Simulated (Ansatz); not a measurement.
**V_Cl (site 2) in CsLi3Cl4 (Cmcm): charge-transition levels and formation energies**

Aim: at which Fermi levels does V_Cl (site 2) in CsLi3Cl4 (Cmcm) change its charge? The model is a cell of 64 host atoms with 1 Cl taken out.

Calculated with Ansatz 0.2.0; place-levels on PBEsol runs: charge-transition levels and formation energies with image-charge correction and potential alignment at the atomic sites.

Most raw output is cut from this account.

## (1) The starting structure

The cell holds 63 atoms: 8 Cs, 24 Li and 31 Cl. Its edges and angles: a = 8.872 Å, b = 10.316 Å, c = 15.848 Å, α = 90.0°, β = 98.0°, γ = 90.0°. It derives from CsLi3Cl4 (space group Cmcm). Nearest the centre at fractional (0.424, 0.375, 0.698): Li6 at 2.36 Å, Li4 at 2.42 Å, Cs32 at 3.40 Å, Cs48 at 3.40 Å, Cs1 at 3.40 Å, Cs16 at 3.40 Å, Cl13 at 3.71 Å, Cl28 at 3.71 Å.

Screening for the image-charge correction: ε∞ = (2.81, 2.74, 2.87), ε0 = (6.25, 6.26, 23.88), from a response run on this crystal (DFPT, PBEsol) at that run's own cell.

The cell's shortest repeat is 8.9 Å.

## (2) The runs of each charge state

Levels follow from differences of total energies between charge states, each relaxed by itself.

Random displacements of about 0.05 Å break the site symmetry at the start, so that the relaxation can reach a distorted minimum if there is one. Forces are taken at one point at (¼, ¼, ¼). The cell holds 1 electron more than the neutral one, with a uniform background that keeps it neutral on the whole.

The sampling was tested on the host first: at the k-points planned (1x1x1 shifted 0.25 0.25 0.25) its energy lies 0.000 eV an atom from the dense-mesh value, under the bound of 0.02 eV set for this test; that bounds the host's error, not the defect's.

One state's input; the others differ in charge, spin, start and seed, and in occupations where the table says so.

The input, qm1.relax/input.yaml:

```yaml
crystal:
  lattice:
    - [8.87234726, 0.0, 0.0]
    - [0.0, 0.0, -10.315629]
    - [-2.21808682, 15.6918361, 0.0]
  atoms:
    - { symbol: Cs, position: [0.17308297, 0.125, 0.69233188] }
    - { symbol: Cs, position: [0.32691703, 0.375, 0.30766812] }
[... 1 atom line left out ...]
    - { symbol: Li, position: [0.46303431, 0.375, 0.85213724] }
    - { symbol: Li, position: [0.23323805, 0.125, 0.93295221] }
    - { symbol: Li, position: [0.38680461, 0.375, 0.54721844] }
[... 3 atom lines left out ...]
    - { symbol: Cl, position: [0.12080338, 0.375, 0.48321354] }
    - { symbol: Cl, position: [0.22897387, 0.375, 0.91589549] }
[... 1 atom line left out ...]
    - { symbol: Cl, position: [0.46691908, 0.125, 0.86767633] }
    - { symbol: Cl, position: [0.37919662, 0.125, 0.51678646] }
[... 1 atom line left out ...]
    - { symbol: Cs, position: [0.17308297, 0.625, 0.69233188] }
[... 3 atom lines left out ...]
    - { symbol: Li, position: [0.23323805, 0.625, 0.93295221] }
[... 7 atom lines left out ...]
    - { symbol: Cl, position: [0.46691908, 0.625, 0.86767633] }
[... 1 atom line left out ...]
    - { symbol: Cl, position: [0.37919662, 0.625, 0.51678646] }
[... 1 atom line left out ...]
    - { symbol: Cs, position: [0.67308297, 0.125, 0.69233188] }
[... 3 atom lines left out ...]
    - { symbol: Li, position: [0.73323805, 0.125, 0.93295221] }
    - { symbol: Li, position: [0.88680461, 0.375, 0.54721844] }
[... 3 atom lines left out ...]
    - { symbol: Cl, position: [0.62080338, 0.375, 0.48321354] }
    - { symbol: Cl, position: [0.72897387, 0.375, 0.91589549] }
[... 2 atom lines left out ...]
    - { symbol: Cl, position: [0.92446762, 0.375, 0.69787048] }
[... 2 atom lines left out ...]
    - { symbol: Cs, position: [0.67308297, 0.625, 0.69233188] }
[... 3 atom lines left out ...]
    - { symbol: Li, position: [0.73323805, 0.625, 0.93295221] }
[... 10 atom lines left out ...]
    - { symbol: Cl, position: [0.53308092, 0.875, 0.13232367] }
  host:
    repeats: [2, 2, 1]
    atoms:
      - { symbol: Cs, position: [0.34616594, 0.25, 0.69233188] }
      - { symbol: Cs, position: [0.65383406, 0.75, 0.30766812] }
      # ... 14 more atoms of the perfect host
total_charge: -1
basis:
  ecutwfc: 420
  xc_grid: 2
hamiltonian:
  xc: pbesol
kpoints:
  mp_grid: { grid: [1, 1, 1], shift: [0.25, 0.25, 0.25] }
scf:
  occupations: { method: fixed }
  max_iter: 60
output:
  forces: true
  charged_corrections:
    epsilon: [2.81, 2.74, 2.87]
    static_epsilon: [6.25, 6.26, 23.88]
    defect_position: [0.424468, 0.375, 0.69787]
relax:
  f_tol: 0.02
  max_steps: 80
  random_displacement: { amplitude: 0.05, seed: 7821 }
checkpoint:
  write: "../qm1.relax.run"
  compress: false
  write_wavefunctions: true
  write_every: 100000
```

Run with:

```
> ansatz run input.yaml --threads 4 --pin off --max-ram 7536MiB --backend cpu --events-out ev --progress --plain --runs-dir out
```

The relaxed structure is kept and the sampling changed to a 2×2×2 shifted mesh.

The run of this state that the levels use, under PBEsol:

The input, qm1.point/input.yaml:

```yaml
crystal:
  checkpoint: "../qm1.relax.run"
  host: checkpoint
total_charge: -1
basis:
  ecutwfc: 420
  xc_grid: 2
hamiltonian:
  xc: pbesol
kpoints:
  mp_grid: { grid: [2, 2, 2], shift: [0.5, 0.5, 0.5] }
scf:
  occupations: { method: fermi_dirac, width: 0.01 }
  max_iter: 60
output:
  forces: true
  eigenvalues: true
  charged_corrections:
    epsilon: [2.81, 2.74, 2.87]
    static_epsilon: [6.25, 6.26, 23.88]
    defect_position: [0.424468, 0.375, 0.69787]
  eigenstates: { localisation: true }
  populations: true
  band_densities: [{ bands: [v1, v1] }, { bands: [c1, c1] }]
  write_density: true
  write_potential: true
  volumetric_format: npy
  elf: true
checkpoint:
  read: "../qm1.relax.run"
  write: "../qm1.point.run"
  compress: false
  write_wavefunctions: false
  write_every: 100000
```

Relaxations under PBEsol at one point at (¼, ¼, ¼); times on 4 threads of Arm Neoverse V2, shared host:

```csv
charge,moment (μB),occupations,outcome,steps,largest displacement against the far atoms (Å),time
−1,0,fixed,converged,7,0.47,78 s
0,1,fixed,converged,4,0.06,1.7 min
+1,0,fixed,converged,7,0.79,80 s
−1,2,fixed,converged,4,0.06,1.9 min
```

Single points under PBEsol at a 2×2×2 shifted mesh; times on 4 threads of Arm Neoverse V2, shared host:

```
charge  moment (μB)  occupations    outcome     time
    −1            0  fermi-dirac  converged     91 s
     0            1  fermi-dirac  converged  3.2 min
    +1            0  fermi-dirac  converged     89 s
    −1            2  fermi-dirac  converged  3.6 min
```

Distances (Å) from the ideal centre to the nearest atoms after relaxation with PBEsol:

| charge | moment (μB) | 1. | 2. | 3. | 4. | 5. | 6. |
| --- | --- | --- | --- | --- | --- | --- | --- |
| −1 | 0 | Li 1.96 | Li 1.97 | Cs 3.36 | Cs 3.36 | Cs 3.36 | Cs 3.36 |
| −1 | 2 | Li 2.35 | Li 2.43 | Cs 3.35 | Cs 3.36 | Cs 3.36 | Cs 3.38 |
| 0 | 1 | Li 2.36 | Li 2.48 | Cs 3.37 | Cs 3.37 | Cs 3.37 | Cs 3.38 |
| +1 | 0 | Li 2.85 | Li 3.20 | Cs 3.47 | Cs 3.47 | Cs 3.47 | Cs 3.48 |

## (3) place-levels, PBEsol

A charged cell interacts with its images and the background, and its potential has another zero than the host's. place-levels removes the first by a point-charge model, screened by the static dielectric constant since the ions have relaxed around the charge, and the second by comparing potentials at atoms far from the defect.

The host is a run of the defect-free crystal in the same cutoffs, grids and k-points, so that basis and sampling errors cancel in part in the differences. The host is run in a cell of 16 atoms on a matching mesh. Its band edges are searched through the zone by a band path, so the gap is smaller than, or equal to, that on the mesh. Chemical potentials are energies per atom of Cl (Cl2 molecule), run with the same functional and cutoff.

The input, levels.point.yaml:

```yaml
host:
  run: host.point.run
states: [qm1.point.run, q0_M1.point.run, qp1.point.run, qm1_M2.point.run]
geometry_from:
  qm1.point.run: qm1.relax.run
  q0_M1.point.run: q0_M1.relax.run
  qp1.point.run: qp1.relax.run
  qm1_M2.point.run: qm1_M2.relax.run
  host.point.run: host.relax.run
chemical_potentials:
  Cl:
    energy: -1060.711994
    dataset: "<sha256 of the dataset>"
epsilon: [2.81, 2.74, 2.87]
static_epsilon: [6.25, 6.26, 23.88]
vertical:
  - { from: qm1.point.run, to: qm1.point_neutral.run }
  - { from: qp1.point.run, to: qp1.point_neutral.run }
  - { from: qm1_M2.point.run, to: qm1_M2.point_neutral.run }
```

Run with:

```
> ansatz place-levels levels.point.yaml -- --threads 4 --pin off --max-ram 7536MiB
```

The job ended after 0.36 s (4 threads of Arm Neoverse V2, shared host).

Under PBEsol the gap is 5.36 eV, (+1/0) 4.26, (0/−1) 5.12 eV.

Levels between the charges placed, in eV above the valence top:

|  | gap (eV) | (+1/0) | (0/−1) |
| --- | --- | --- | --- |
| PBEsol | 5.36 | 4.26 | 5.12 |

Corrections by state:

```csv
charge,moment (μB),image terms and alignment (eV),band filling (eV),ε used,"over the lowest of its charge, as the program ranks them, band filling apart (eV)"
+1,0.0,0.015,-,"principal values (6.25, 6.26, 23.88)",0.000
0,1.0,0.000,-,-,0.000
−1,0.0,0.275,-,"principal values (6.25, 6.26, 23.88)",0.000
−1,2.0,0.185,-,"principal values (6.25, 6.26, 23.88)",0.705
```

The charged structures listed were also run neutral, and place-levels reads from each pair, by the potential or the spins, how wide the charge is by which they differ; that can be the carrier of either run.

```csv
charge,rms radius (Å),spread where it is widest against the cell (Å),wide from (Å),reading
+1,2.1,1.23,1.79,narrow
−1,2.3,1.32,1.52,narrow
```

The neutral runs of these pairs need not share the spin of the lowest neutral state, and very wide values only mean spread over the cell.

From the program's caveats on the states, each cut to its opening words:

- charge +1: its displacements don't fall off away from the defect: farther atoms stand 0.034 Å off the host's places
- charge −1 (2 μB): it parts from the run at its places by a charge that spreads by about 3.4 Å along one vector (1.5 Å or more is wide), by its potential at epsilon [2.81, 2.74, [...]
- charge −1 (2 μB): its alignment with the host at atomic sites is doubtful: the mean over the far sites moves by -0.1688 eV from their farther parts to their nearer, more than [...]
- charge −1 (2 μB): its displacements don't fall off away from the defect: farther atoms stand 0.018 Å off the host's places
- charge −1 (2 μB): its moments are held at its close (magnetization.spin_locking), by a field of 0.285 eV a Bohr magneton, and its energy and levels are of the state that this [...]

Chemical potentials of the elements' reference phases, run alike. Formation energy by charge state (elemental references; gap 5.36 eV):

| charge | at valence top (eV) | at conduction bottom (eV) | correction included (eV) |
| --- | --- | --- | --- |
| +1 | 0.30 | 5.67 | 0.01 |
| 0 | 4.56 | 4.56 | 0.00 |
| −1 | 9.68 | 4.32 | 0.27 |

(Fermi level (eV), lowest formation energy (eV)): (0.00, 0.30), (0.49, 0.79), (0.97, 1.28), (1.46, 1.77), (1.95, 2.25), (2.44, 2.74), (2.93, 3.23), (3.41, 3.72), (3.90, 4.21), (4.39, 4.56), (4.88, 4.56), (5.36, 4.32)

## (4) The same at the relaxations' own k-points

The relaxations' own energies give the levels at their sampling, for comparison.

The input, levels.relax_mesh.yaml:

```yaml
host:
  run: host.relax.run
states: [qm1.relax.run, q0_M1.relax.run, qp1.relax.run, qm1_M2.relax.run]
chemical_potentials:
  Cl:
    energy: -1060.711994
    dataset: "<sha256 of the dataset>"
```

Run with:

```
> ansatz place-levels levels.relax_mesh.yaml -- --threads 4 --pin off --max-ram 7536MiB
```

It took 0.11 s on 4 threads.

Levels between neighbouring charges, in eV above the valence top:

```
                        gap (eV)  (+1/0)  (0/−1)
one point at (¼, ¼, ¼)      5.36    4.26    5.13
  a 2×2×2 shifted mesh      5.36    4.26    5.12
```

Going from one point at (¼, ¼, ¼) to a 2×2×2 shifted mesh moves the levels that carry no band-filling term by up to 0.00 eV and formation energies against the elements by up to 0.01 eV.

## (5) Levels against the band edges, r2SCAN

r2SCAN on the same structure is run to see how far the result rests on the functional, though not on the errors that semilocal functionals share; the sampling changes too, to one point at (¼, ¼, ¼), so differences hold both changes.

The input, qm1.r2scan/input.yaml:

```yaml
crystal:
  checkpoint: "../qm1.relax.run"
  host: checkpoint
total_charge: -1
basis:
  ecutwfc: 500
  xc_grid: 2
hamiltonian:
  xc: r2scan
kpoints:
  mp_grid: { grid: [1, 1, 1], shift: [0.25, 0.25, 0.25] }
scf:
  occupations: { method: fermi_dirac, width: 0.01 }
  max_iter: 60
output:
  forces: true
  eigenvalues: true
  charged_corrections:
    epsilon: [2.81, 2.74, 2.87]
    static_epsilon: [6.25, 6.26, 23.88]
    defect_position: [0.424468, 0.375, 0.69787]
checkpoint:
  write: "../qm1.r2scan.run"
  compress: false
  write_wavefunctions: false
  write_every: 100000
```

Elapsed: 32 s, on 4 threads; peak memory 2.9 GiB; 2.1 min of CPU time.

The input, levels.r2scan.yaml:

```yaml
host:
  run: host.r2scan.run
states: [qm1.r2scan.run, q0_M1.r2scan.run, qp1.r2scan.run, qm1_M2.r2scan.run]
geometry_from:
  qm1.r2scan.run: qm1.relax.run
  q0_M1.r2scan.run: q0_M1.relax.run
  qp1.r2scan.run: qp1.relax.run
  qm1_M2.r2scan.run: qm1_M2.relax.run
  host.r2scan.run: host.relax.run
chemical_potentials:
  Cl:
    energy: -1083.517615
    dataset: "<sha256 of the dataset>"
```

Run with:

```
> ansatz place-levels levels.r2scan.yaml -- --threads 4 --pin off --max-ram 7536MiB
```

Run time: 0.19 s. Hardware: 4 threads.

Under r2SCAN the gap is 6.26 eV, (+1/0) 4.58, (0/−1) 5.76 eV.

## (6) Cost and result

Levels between neighbouring charges, in eV above each run's own valence top:

|  | gap (eV) | (+1/0) | (0/−1) | CPU time a state at this stage (restarts are quicker than cold starts) |
| --- | --- | --- | --- | --- |
| PBEsol, 2×2×2 shifted mesh | 5.36 | 4.26 | 5.12 | 9.2 min |
| r2SCAN on PBEsol structures, (¼, ¼, ¼) | 6.26 | 4.58 | 5.76 | 4.9 min |

## (7) Outcome

```json
{
  "gap of the host": "5.36 eV (PBEsol)",
  "level (plus 1/0)": "4.26 eV above the valence top",
  "level (0/minus 1)": "5.12 eV above the valence top",
  "lowest of the charges placed, just above the valence top (0.02 eV)": "+1",
  "lowest of the charges placed, just below the conduction bottom (0.02 eV)": "−1",
  "lowest formation energy at mid-gap of the charges run, elemental references": "2.99 eV"
}
```

**Reading.** Of the charges placed (−1, 0 and +1), the lowest changes at 4.26 eV (+1/0) and 5.12 eV (0/−1) above the valence top, in a gap of 5.36 eV. (0/−1) lies nearer to a band edge than the share of the finite-size correction in it (0.27 eV), and that correction holds for a localised charge alone. Charges above +1 and below −1 were not placed, so these runs say nothing of levels that involve them. States placed: +1 at 0 μB; 0 at 1 μB; −1 at 0 μB and 2 μB. Other spin states or structures, where not listed, weren't placed. Going from one point at (¼, ¼, ¼) to a 2×2×2 shifted mesh moves the levels that carry no band-filling term by up to 0.00 eV and formation energies against the elements by up to 0.01 eV. The program doubts the alignment of potentials for at least one state, a sign that the cell is small. Limits: the images are only 8.9 Å apart; PBEsol makes the gap too small and tends to spread out bound carriers; where a gas molecule sets a chemical potential or the host's formation energy, its binding is uncorrected; spin–orbit coupling, which can matter with heavy atoms, is left out.

[Logs are printed without paths, hosts, clocks, repeated set-up lines and the standing remarks that a program may print on its own settings, such as how far it seeks lower states.]

[Hosts, paths, dates, database ids (printed as entryN), source tags and the programs' standing remarks are cut or masked in the printed files.]

[Where a table of states has a column of steps, it counts the stored structures, which are thinned; the runs took as many ionic steps or more.]

[A defect's name tells the site on which it was built; relaxed atoms can leave that site.]

[For some hosts the program warned that the k-mesh of the response run may be too coarse for force constants and the static dielectric constant; such warnings are not shown here.]
